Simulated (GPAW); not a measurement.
# How the form of the self-energy moves the gap of BiSb (puckered monolayer)

How much does the gap of BiSb (puckered monolayer) depend on the approximation to the self-energy?

Main program and level: GPAW 26.7.0; LDA and many-body steps on it, plane waves.

### 1. Starting point

The cell holds 4 atoms: 2 Sb and 2 Bi. Its edges and angles: a = 4.710 Å, b = 4.397 Å, c = 13.700 Å, α = 90.0°, β = 90.0°, γ = 90.0°. Vacuum lies along c.

Structure file:

```xyz
4
Lattice="4.7098 0.0000 0.0000 0.0000 4.3972 0.0000 0.0000 0.0000 13.7000" Properties=species:S:1:pos:R:3
Sb    0.1698    0.0000    8.2307
Bi    2.1572    2.1986    8.3214
Bi    2.5526    2.1986    5.3786
Sb    4.5400    0.0000    5.4693
```

The structure was relaxed with LDA. The runs that relaxed it are not among those shown. Spin-orbit coupling is left out unless a step names it.

### 2. Empty states on the mesh, 4×4×1 mesh, 309 bands

This step: GPAW 26.7.0; DFT, LDA, plane waves, PAW.

The sums over transitions need many empty states on a uniform mesh; this step solves for them.

run.py reads:

```python
import json
import numpy as np
from gpaw.mpi import world
from gpaw import GPAW

calc = GPAW('gs.gpw').fixed_density(kpts={'size': (4, 4, 1), 'gamma': True},
    nbands=360,
    convergence={'bands': 309},
    txt='nscf.txt')
calc.write('full.gpw', mode='all')
res = {}
kpts = calc.get_ibz_k_points()
res['kpts'] = kpts
res['eigenvalues'] = [calc.get_eigenvalues(kpt=k) for k in range(len(kpts))]
res['n_electrons'] = calc.get_number_of_electrons()

if world.rank == 0:
    with open('result.json', 'w') as f:
        json.dump(res, f, default=lambda x: x.tolist())
```

Started as:

```console
> mpirun -n 8 gpaw python run.py
```

Numbers of over 12 decimals in the logs are rounded to 6 here.

What it wrote:

```text
Diagonalizing LCAO Hamiltonian
Converting LCAO to pw mode
convergence criteria:
- Maximum integral of absolute [eigenst]ate change: 4e-08 eV^2 / valence electron
maximum number of iterations: 100

SCF iterations
|iter     |     time |      energy | eigst |  dens |
|iter:   1|  |             | +4.21 |       |
|iter:   2|  |             | +3.00 |       |
|iter:   3|  |             | +1.95 |       |
[...]
|iter:  16|  |             | -7.03 |       |
|iter:  17|  |             | -7.31 |       |
|iter:  18|  |             | -7.66c|       |
SCF steps: 18
  __  _  _
 | _ |_)|_||  |
 |__||  | ||/\| - 26.7.0

Input parameters:
  mode=PW(ecut=450.000000),
  convergence={'bands': 309},
  gpts=array([24, 24, 70]),
  kpts=MonkhorstPack(size=(4, 4, 1), gamma=True),
  maxiter=100,
  nbands=360,
  occupations=Occupations(name='fermi-dirac', width=0.001, fixmagmom=False),
  parallel={},
  xc=XC(name='LDA')
# Writing to full.gpw (mode='all')
  [... matrices ...]

timing:  # [seconds]
  Total: 0.187  # ━━━━━━━━━━━━━━━━━━━━━━━━━━━━━━━━━━━━━━━━━━━━━━━━━━━━━━━━━━━
```

Elapsed: 2.6 min, on 8 MPI ranks of Arm Neoverse V2, shared host; peak memory 1.9 GiB; 21 min of CPU time.

Numbers from this step:

| Item | Value |
| --- | --- |
| gap | 0.3008 eV |
| k of the valence top | 0, 0, 0 |
| k of the conduction bottom | 0, 0, 0 |
| least direct gap | 0.3008 eV |
| k points computed | 9 |
| lowest point of the top converged band, above the valence top | 54.7692 eV |

On this mesh the gap is 0.301 eV.

### 3. One-shot HSE06

This step: one-shot HSE06 levels on LDA orbitals, plane waves, PAW.

run.py reads:

```python
import json
import numpy as np
from gpaw.mpi import world
from gpaw.hybrids.eigenvalues import non_self_consistent_eigenvalues

dft, vxc, vxc_hyb = non_self_consistent_eigenvalues('full.gpw', 'HSE06', 28, 32, kpt_indices=[0])
res = {'dft': dft[0], 'hybrid': (dft - vxc + vxc_hyb)[0]}
if world.rank == 0:
    with open('hybrid.txt', 'w') as f:
        for k, e0, e1 in zip([0], res['dft'], res['hybrid']):
            print(k, ' '.join(f'{x:9.4f}' for x in e0), '|', ' '.join(f'{x:9.4f}' for x in e1), file=f)

if world.rank == 0:
    with open('result.json', 'w') as f:
        json.dump(res, f, default=lambda x: x.tolist())
```

Started as:

```console
> mpirun -n 8 gpaw python run.py
```

What it wrote:

```text
IBZ(<points: 9, symmetries: 4>)
Occupied bands: 30
Transforming wave functions from IBZ to BZ: 0.045 seconds
Distributing wave functions and iFFT-ing to real space: 0.085 seconds
Calculating eigenvalues:
  k-points: 1
  Bands: 28-31 (inclusive)
  Seconds: 0.279 (wave-function broadcasting: 0.008 seconds)
HSE06-eigenvalue shifts:
  min: -0.005 eV
  ave: 0.278 eV
  max: 0.542 eV
```

The job ended after 3.1 s (8 MPI ranks; peak memory 1.2 GiB).

Numbers from this step:

```yaml
starting_gap_on_the_mesh: 0.3008 eV
hybrid_gap_on_the_mesh: 0.7128 eV
least_direct_hybrid_gap_on_the_computed_points: 0.7128 eV
```

### 4. G0W0, extrapolated in the cutoff

G0W0 replaces the xc potential by the self-energy, built once from these orbitals. Only a window of levels is corrected, while the sums run over the empty bands that the input names.

This step: G0W0 on LDA, plane waves, PAW.

run.py reads:

```python
import json
import numpy as np
from gpaw.mpi import world
from gpaw.response.g0w0 import G0W0

gw = G0W0('full.gpw',
    filename='gw',
    kpts=[0],
    bands=(28, 32),
    ecut=60.0,
    truncation='2D',
    integrate_gamma='sphere',
    q0_correction=True,
    frequencies={'type': 'nonlinear', 'domega0': 0.15, 'omega2': 15.0},
    eta=0.1,
    nblocksmax=True,
    ecut_extrapolation=True)
gw.calculate()
res = {mode: {k: v for k, v in r.items() if k != 'sigma_eskwn'}
       for mode, r in gw.all_results.items()}

if world.rank == 0:
    with open('result.json', 'w') as f:
        json.dump(res, f, default=lambda x: x.tolist())
```

Started as:

```console
> mpirun -n 8 gpaw python run.py
```

What it wrote:

```text
Using integrator: PointIntegrator
NonLinearFrequencyDescriptor(from 0.000 to 84.506 eV, 170 points)
Nonperiodic BCs:  [False False  True]
Using integrator: PointIntegrator
NonLinearFrequencyDescriptor(from 0.000 to 84.506 eV, 170 points)
Nonperiodic BCs:  [False False  True]
Applying analytical 2D correction to W:
    Evaluating Gamma point contribution to W on a 23x25x1 grid
  ___  _ _ _
 |   || | | |
 | | || | | |
 |__ ||_____|
 |___|

BZ k-points: Symmetries present (total): 4

  [... matrices ...]
16 k-points: 4 x 4 x 1 Monkhorst-Pack grid + [1/8,1/8,0.000000]
9 k-points in the irreducible part of the Brillouin zone
       k-points in crystal coordinates                weights
   0:     0.00000000    0.00000000    0.00000000          1/16
   1:     0.00000000    0.25000000    0.00000000          2/16
   2:     0.00000000    0.50000000    0.00000000          1/16
   3:     0.25000000    0.00000000    0.00000000          2/16
   4:     0.25000000    0.25000000    0.00000000          4/16
   5:     0.25000000    0.50000000    0.00000000          2/16
   6:     0.50000000    0.00000000    0.00000000          1/16
   7:     0.50000000    0.25000000    0.00000000          2/16
   8:     0.50000000    0.50000000    0.00000000          1/16

Distributing spins, k-points and bands (1 x 1 x 4) over 1 process
Number of blocks: 8

Quasi particle states:
k-points (IBZ indices): [0]
Band range: (28, 32)
  [... matrices ...]
Computational parameters:
Extrapolating to infinite plane wave cut-off using points at:
  51.706 eV
  55.469 eV
  60.000 eV
Number of bands: 299
Coulomb cutoff: 2D
Broadening: 0.1 eV

fxc modes: GW
Kernel: RPA
Using full-frequency real axis integration
Summing all q:

Calculating screened Coulomb potential
2D Coulomb truncation
NonLinearFrequencyDescriptor(from 0.000 to 84.506 eV, 170 points)
Removing empty qpoint cache files...

Calculating chi0 body with:
    Ground state adapter containing:
    Number of spins: 1
    Number of kpoints: 16
    Number of irreducible kpoints: 9
    Number of completely occupied states: 30
    Number of partially occupied states: 30
    Occupied states memory: 18.45703125 M / cpu

    Linear response parametrization:
    q_c: [0.0, 0.0, 0.0]
    Number of frequency points: 170
    Planewave cutoff: 60.0
    Number of bands: 299
    Number of planewaves: 297
    Broadening (eta): 0.1
    comm.size: 8
    kncomm.size: 1
    blockcomm.size: 8

    Memory estimate of potentially large arrays:
        chi0_wGG: 28.601704 M / cpu
Integrating chi0 body.

Symmetries of q_c:
    Direct symmetries (Uq -> q): 4
    Indirect symmetries (TUq -> q): 0
In total 4 allowed symmetries.

  [... matrices ...]
9 groups of equivalent kpoints. 43.75% reduction.

Integral kind: spectral function
Integrating chi0 head and wings.

Symmetries of q_c:
    Direct symmetries (Uq -> q): 4
    Indirect symmetries (TUq -> q): 0
In total 4 allowed symmetries.

  [... matrices ...]
9 groups of equivalent kpoints. 43.75% reduction.

Integral kind: spectral function wings

Calculating chi0 body with:
    Ground state adapter containing:
    Number of spins: 1
    Number of kpoints: 16
    Number of irreducible kpoints: 9
    Number of completely occupied states: 30
    Number of partially occupied states: 30
    Occupied states memory: 18.45703125 M / cpu

    Linear response parametrization:
[... the further q-points ...]
Extrapolating selfenergy to infinite energy cutoff:
  Performing linear fit to 3 points
  Minimum R^2 = 0.9618. (R^2 Should be close to 1)
  [... matrices ...]
Results:
f:      Occupation numbers
eps:     KS-eigenvalues [eV]
vxc:     KS vxc [eV]
exx:     Exact exchange [eV]
sigma:   Self-energies [eV]
dsigma:  Self-energy derivatives
Z:       Renormalization factors
qp:      QP-energies [eV]

k-point 0 (0): (0.000, 0.000, 0.000)                GW
band       f     eps     vxc     exx   sigma  dsigma       Z      qp
                                                                   GW
  28   1.000  -0.911 -13.356 -14.547   0.712  -0.491   0.671  -1.233
  29   1.000   0.499 -13.973 -14.715   0.233  -0.467   0.682   0.152
  30   0.000   0.800 -10.165  -6.806  -2.967  -0.424   0.702   1.075
  31   0.000   2.757 -10.745  -6.872  -3.674  -0.428   0.700   2.897
```

Run time: 3.2 min. Hardware: 8 MPI ranks; peak memory 4.3 GiB.

This step gave:

- quasiparticle gap on the points computed: 0.9229 eV
- least direct quasiparticle gap on the computed points: 0.9229 eV
- Z at the valence top: 0.6818
- Z at the conduction bottom: 0.7022
- starting gap on the mesh: 0.3008 eV
- k of the valence top: 0, 0, 0
- k of the conduction bottom: 0, 0, 0
- gaps at the cutoffs of the extrapolation: 0.7264, 0.7480, 0.7660 eV

The gap on the mesh goes from 0.30 eV to 0.92 eV, a correction of +0.62 eV.

### 5. One-shot PBE0

This step: one-shot PBE0 levels on LDA orbitals, plane waves, PAW.

run.py reads:

```python
import json
import numpy as np
from gpaw.mpi import world
from gpaw.hybrids.eigenvalues import non_self_consistent_eigenvalues

dft, vxc, vxc_hyb = non_self_consistent_eigenvalues('full.gpw', 'PBE0', 28, 32, kpt_indices=[0])
res = {'dft': dft[0], 'hybrid': (dft - vxc + vxc_hyb)[0]}
if world.rank == 0:
    with open('hybrid.txt', 'w') as f:
        for k, e0, e1 in zip([0], res['dft'], res['hybrid']):
            print(k, ' '.join(f'{x:9.4f}' for x in e0), '|', ' '.join(f'{x:9.4f}' for x in e1), file=f)

if world.rank == 0:
    with open('result.json', 'w') as f:
        json.dump(res, f, default=lambda x: x.tolist())
```

Started as:

```console
> mpirun -n 8 gpaw python run.py
```

What it wrote:

```text
IBZ(<points: 9, symmetries: 4>)
Occupied bands: 30
Transforming wave functions from IBZ to BZ: 0.042 seconds
Distributing wave functions and iFFT-ing to real space: 0.083 seconds
Calculating eigenvalues:
  k-points: 1
  Bands: 28-31 (inclusive)
  Seconds: 0.310 (wave-function broadcasting: 0.008 seconds)
HSE06-eigenvalue shifts:
  min: -0.409 eV
  ave: 0.221 eV
  max: 0.799 eV
```

Run time: 2.8 s. Hardware: 8 MPI ranks; peak memory 1.7 GiB; 21 s of CPU time.

This step gave:

* starting gap on the mesh: 0.3008 eV
* hybrid gap on the mesh: 1.390 eV
* least direct hybrid gap on the computed points: 1.390 eV

### 6. Side by side

Times are wall times on 8 MPI ranks of Arm Neoverse V2, shared host, good to a factor of about two.

| run | mesh | bands | screening cutoff (eV) | DFT gap (eV) | gap on the mesh (eV) | direct (eV) | time |
| --- | --- | --- | --- | --- | --- | --- | --- |
| one-shot HSE06 | 4×4×1 | - | - | 0.301 | 0.713 | 0.713 | 3.1 s |
| G0W0, extrapolated in the cutoff | 4×4×1 | - | 60 | 0.301 | 0.923 | 0.923 | 3.2 min |
| one-shot PBE0 | 4×4×1 | - | - | 0.301 | 1.390 | 1.390 | 2.8 s |

### 7. Summary of results

| Property | Result |
| --- | --- |
| one-shot HSE06 | 0.713 eV |
| G0W0, extrapolated in the cutoff | 0.923 eV |
| one-shot PBE0 | 1.390 eV |
| known limits | not at the basis limit; model gap, bands may invert with spin-orbit coupling; no spin-orbit coupling |

In words: G0W0, extrapolated in the cutoff: +0.210 eV against one-shot HSE06, at other bands or cutoff, so not like for like. One-shot PBE0: +0.678 eV against one-shot HSE06. One-shot hybrid levels are evaluated on the LDA orbitals. Bands and cutoff are finite, so the gap is not at the basis limit. The miss can reach some tenths of an eV and take either sign; the mesh is an error of its own. These stock PAW sets were not made for GW. A denser mesh or path gives a starting gap of 0.22 eV: the GW mesh misses a band edge, so its gaps are not the fundamental one. Where an edge is built on 6p states of lead, bismuth or thallium, scalar-relativistic gaps usually stand too wide, by a few tenths to over one eV. With atoms this heavy and so narrow a gap, spin-orbit coupling can invert the bands. These scalar-relativistic gaps are then model values, not to be set against experiment, and a spin-orbit change taken from DFT can't simply be added.

[Paths, hosts, dates, memory and timing lines, banners, echoed tables and standing remarks are left out of the program output.]

[Logs are printed without paths, hosts, clocks, repeated set-up lines and the standing remarks that a program may print on its own settings, such as how far it seeks lower states.]

[Runs of the session that timed out or met a known fault of the program may be left out.]

[Hosts, paths, dates, database ids (printed as entryN), source tags and the programs' standing remarks are cut or masked in the printed files.]
